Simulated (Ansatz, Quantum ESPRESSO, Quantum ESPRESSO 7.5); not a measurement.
# Band edges of honeycomb SbBi, 1 layer under strain

Wanted: deformation of the bands of honeycomb SbBi, 1 layer, driven from Python.

Main program and level: Quantum ESPRESSO 7.5; plane-wave DFT, PBE, GBRV ultrasoft pseudopotentials (geometry by Ansatz 0.2.0 with PAW datasets; geometry under PBE).

Most raw output is cut from this account.

## (1) The starting structure

The cell holds 2 atoms: 1 Bi and 1 Sb. Cell: a = 4.240 Å, b = 4.240 Å, c = 16.690 Å, α = 90.0°, β = 90.0°, γ = 120.0°. It derives from SbBi. Vacuum lies along c.

This sheet is a model structure: its symmetry is held, and its stability is not tested here.

## (2) Geometry from Ansatz

A relaxation in Ansatz fixes the structure of this slab for the runs on it.

Input file input.yaml:

```yaml
crystal:
  lattice:
    - [4.24, 0.0, 0.0]
    - [-2.12, 3.671947712, 0.0]
    - [0.0, 0.0, 16.69]
  atoms:
    - { symbol: Bi, position: [0.6666666667, 0.3333333333, 0.4493708808] }
    - { symbol: Sb, position: [0.3333333333, 0.6666666667, 0.5506291192] }
kpoints:
  mp_grid: { grid: [6, 6, 1] }
hamiltonian:
  xc: pbe
scf:
  occupations: { method: fermi_dirac, width: 0.05 }
  convergence: { dr2_threshold: 1.0e-08 }
efield:
  axis: 3
  dipole_correction: true
  ramp_position: 0.97
  ramp_width: 0.04
relax:
  f_tol: 0.01
  cell: { fix: [c, alpha, beta] }
output:
  write_potential: true
  write_density: true
  volumetric_format: npy
```

Launch:

```bash
$ ansatz run input.yaml --threads 2 --pin off --max-ram 4096MiB --backend cpu --events-out ev --progress --plain --runs-dir out
```

It took 5.4 s on 2 threads of Intel Xeon Platinum 8488C (Sapphire Rapids), shared host; peak memory 0.5 GiB; 10 s of CPU time.

Relaxation path:

```tsv
step	energy less that of the first step (eV)	largest force component (eV/Å)	pressure (GPa)	volume (Å³)
1	0.0000	0.1071	-0.04	259.85
2	0.0021	0.2170	0.14	261.21
3	-0.0008	0.0018	0.01	260.59
4*	-0.0008	0.0018	0.01	260.59
```

Relaxation steps marked * repeat the geometry before them on a plane-wave basis chosen anew for their cell, so energy and pressure can jump there. Relaxation step 2 was tried and not accepted.

```tsv
cell as run	before	after	change
a (Å)	4.240	4.246	+0.1 %
b (Å)	4.240	4.246	+0.1 %
```

The relaxed structure:

```cif
data_structure
_symmetry_space_group_name_H-M 'P 1'
_symmetry_Int_Tables_number 1
_cell_length_a 4.2461
_cell_length_b 4.2461
_cell_length_c 16.6900
_cell_angle_alpha 90.000
_cell_angle_beta 90.000
_cell_angle_gamma 120.000
_cell_volume 260.59
loop_
_atom_site_label
_atom_site_type_symbol
_atom_site_fract_x
_atom_site_fract_y
_atom_site_fract_z
_atom_site_occupancy
Bi1 Bi 0.66667 0.33333 0.44984 1
Sb2 Sb 0.33333 0.66667 0.55016 1
```

Numbers from this step:

```
free energy                                                      : -18880.8146 eV
Fermi energy                                                     : -0.5028 eV
gap by band count                                                : 0.9753 eV
symmetry operations                                              : 6
dipole along the normal                                          : -0.04976 e·Å
vacuum level at the upper face over a Fermi level inside the gap : 4.300 eV
vacuum level at the lower face over a Fermi level inside the gap : 3.724 eV
```

## (3) Running the series

Under ESM bc1 levels count from the vacuum, or from the mean of the two vacuum levels where the sheet has a dipole, so band edges at unlike strains can be compared.

Level of this step: plane-wave DFT, PBE, GBRV ultrasoft pseudopotentials (Quantum ESPRESSO 7.5).

Input file run.py:

```python
import json
import numpy as np
from ase import Atoms
from ase.calculators.espresso import Espresso, EspressoProfile

profile = EspressoProfile(command='mpirun -n 2 pw.x -nk 2', pseudo_dir='../pseudo')
pseudopotentials = {'Bi': 'bi_pbe_v1.uspp.F.UPF', 'Sb': 'sb_pbe_v1.4.uspp.F.UPF'}
system = {'ecutwfc': 40, 'ecutrho': 200, 'occupations': 'smearing', 'smearing': 'fd', 'degauss': 0.002}


def calculator(name, kpts, **extra):
    data = dict(control=dict(tprnfor=True, verbosity='high', disk_io='none'),
                system=system | extra,
                electrons=dict(conv_thr=1e-09, mixing_beta=0.4, mixing_mode='plain',
                               electron_maxstep=100))
    return Espresso(profile=profile, directory=name, pseudopotentials=pseudopotentials, kpts=kpts, input_data=data)


def centre(atoms):
    z = atoms.positions[:, 2]
    atoms.positions[:, 2] -= (z.max() + z.min()) / 2  # ESM wants the slab about z = 0
    return atoms

sheet = Atoms(
    ['Bi', 'Sb'],
    scaled_positions=[
        [0.6666666667, 0.3333333333, 0.4498437993],
        [0.3333333333, 0.6666666667, 0.5501562007]],
    cell=[
        [4.246067354950, 0.000000000000, 0.000000000000],
        [-2.123033677475, 3.677202195567, 0.000000000000],
        [0.000000000000, 0.000000000000, 16.690000000000]],
    pbc=True)

rows = []
for strain in [-0.03, -0.015, 0.0, 0.015, 0.03]:
    atoms = sheet.copy()
    atoms.set_cell(sheet.cell.array * [[1 + strain], [1 + strain], [1]], scale_atoms=True)
    atoms = centre(atoms)
    atoms.calc = calculator(f's{strain:+.3f}', (12, 12, 1), assume_isolated='esm', esm_bc='bc1', nbnd=19)
    energy = atoms.get_potential_energy()
    levels = np.array([atoms.calc.get_eigenvalues(kpt=i) for i in range(len(atoms.calc.get_ibz_k_points()))])
    top, bottom = levels[:, 14].max(), levels[:, 15].min()
    direct = (levels[:, 15] - levels[:, 14]).min()
    rows.append([strain, energy, top, bottom, direct])
    print(f'strain {strain:+.3f}: E = {energy:.5f} eV, valence top {top:.3f}, conduction bottom {bottom:.3f}, '
          f'gap {bottom - top:.3f}, least direct gap {direct:.3f} eV')

x, energy, top, bottom, direct = np.array(rows).T
area = np.linalg.norm(np.cross(*sheet.cell[:2]))
stiffness = np.polyfit(x, energy, 2)[0] / area * 16.0218  # C11 + C12, heights clamped
print(f'valence and conduction edges move by {np.polyfit(x, top, 1)[0]:.2f} and {np.polyfit(x, bottom, 1)[0]:.2f} eV per unit biaxial strain')
print(f'C11 + C12 with clamped heights: {stiffness:.1f} N/m')
json.dump(dict(rows=rows, stiffness=stiffness), open('result.json', 'w'))
```

Launch:

```bash
$ OMP_NUM_THREADS=1 python run.py
```

The job ended after 4 min (2 MPI ranks; peak memory 0.54 GiB; 7.9 min of CPU time).

Numbers from this step:

```
biaxial stiffness : 44.88 N/m
```

Band edge from the vacuum level against biaxial strain:

```tsv
biaxial strain (%)	valence top (eV)	conduction bottom (eV)
-3.00	-4.34	-3.36
-1.50	-4.45	-3.43
0.00	-4.54	-3.58
1.50	-4.62	-3.71
3.00	-4.70	-3.83
```

Table of gap by biaxial strain:

```tsv
biaxial strain (%)	on the mesh (eV)	least direct (eV)
-3.00	0.986	1.08
-1.50	1.02	1.02
0.00	0.964	0.964
1.50	0.913	0.913
3.00	0.868	0.868
```

Table of energy over the lowest by biaxial strain:

```tsv
biaxial strain (%)	energy over the lowest (meV)
-3.00	38.8
-1.50	8.35
0.00	0
1.50	11.1
3.00	39.8
```

## (4) Running the series: vdW-DF-cx, GBRV ultrasoft

Level of this step: plane-wave DFT, vdW-DF-cx, GBRV ultrasoft pseudopotentials made under PBE (Quantum ESPRESSO 7.5). input_dft overrides the functional of the files.

run.py, as its differences from the input of step 3:

```diff
@@ -7,3 +7,3 @@
 pseudopotentials = {'Bi': 'bi_pbe_v1.uspp.F.UPF', 'Sb': 'sb_pbe_v1.4.uspp.F.UPF'}
-system = {'ecutwfc': 40, 'ecutrho': 200, 'occupations': 'smearing', 'smearing': 'fd', 'degauss': 0.002}
+system = {'ecutwfc': 40, 'ecutrho': 200, 'input_dft': 'vdw-df-cx', 'occupations': 'smearing', 'smearing': 'fd', 'degauss': 0.002}
```

Launch:

```bash
$ OMP_NUM_THREADS=1 python run.py
```

Run time: 7.5 min. Hardware: 2 MPI ranks; peak memory 0.6 GiB.

This step gave:

```
biaxial stiffness : 42.40 N/m
```

Band edge from the vacuum level against biaxial strain:

```tsv
biaxial strain (%)	valence top (eV)	conduction bottom (eV)
-3.00	-4.48	-3.48
-1.50	-4.58	-3.57
0.00	-4.67	-3.72
1.50	-4.75	-3.85
3.00	-4.82	-3.96
```

Gap against biaxial strain:

```tsv
biaxial strain (%)	on the mesh (eV)	least direct (eV)
-3.00	1.00	1.07
-1.50	1.01	1.01
0.00	0.956	0.956
1.50	0.908	0.908
3.00	0.864	0.864
```

The energy over the lowest by biaxial strain:

```tsv
biaxial strain (%)	energy over the lowest (meV)
-3.00	5.73
-1.50	0
0.00	15.2
1.50	48.9
3.00	99.0
```

## (5) A check by hand

Under equal strain ε in the plane, E = A (C11 + C12) ε². From the points at ±1.5 %: d²E/dε² = (8.35 + 11.14 − 2 × 0.00) meV / 0.015² = 87 eV, and 87/(2 × 15.614 Å²) × 16.02 = 44 N/m.

## (6) Results

| Property | Result |
| --- | --- |
| C11 + C12, heights clamped, PBE, GBRV ultrasoft | 45 N/m |
| gap on the mesh at zero strain, PBE, GBRV ultrasoft | 0.96 eV |
| valence top below the mean of the two vacuum levels at zero strain, PBE, GBRV ultrasoft | 4.54 eV |
| shift of the valence top per unit biaxial strain, PBE, GBRV ultrasoft | -5.9 eV |
| C11 + C12, heights clamped, vdW-DF-cx, GBRV ultrasoft (made under PBE) | 42 N/m |
| gap on the mesh at zero strain, vdW-DF-cx, GBRV ultrasoft (made under PBE) | 0.96 eV |
| valence top below the mean of the two vacuum levels at zero strain, vdW-DF-cx, GBRV ultrasoft (made under PBE) | 4.67 eV |
| shift of the valence top per unit biaxial strain, vdW-DF-cx, GBRV ultrasoft (made under PBE) | -5.7 eV |

The sheet's biaxial stiffness comes to 45 N/m and its gap at zero strain to 0.96 eV (PBE, GBRV ultrasoft). From −3 % to +3 % the gap on the mesh goes from 0.99 to 0.87 eV, through a peak of 1.02 eV; it is direct at some strains and indirect at others. The conduction bottom bends along the series, so the script's straight-line slope describes it poorly. Heights are clamped under strain, which makes a sheet with several atomic planes too stiff. Zero strain is the PBE cell; under vdW-DF-cx the energy is lowest near -1.9 %, so its stiffness is taken away from its own minimum. Semilocal gaps are too small. The sheet carries a dipole, so the two faces have unlike vacuum levels and the zero lies between them. Spin-orbit coupling is left out; depending on the atoms that carry the levels of interest, it can split and shift them by tenths of an eV to an eV or more.

[Logs are printed without paths, hosts, clocks, repeated set-up lines and the standing remarks that a program may print on its own settings, such as how far it seeks lower states.]

[Hosts, paths, dates, database ids (printed as entryN), source tags and the programs' standing remarks are cut or masked in the printed files.]

[Maps of the electrostatic potential energy from Ansatz leave out the sawtooth potential of an applied field or a dipole correction, so their vacuum need not be flat; planar profiles and work functions include it.]
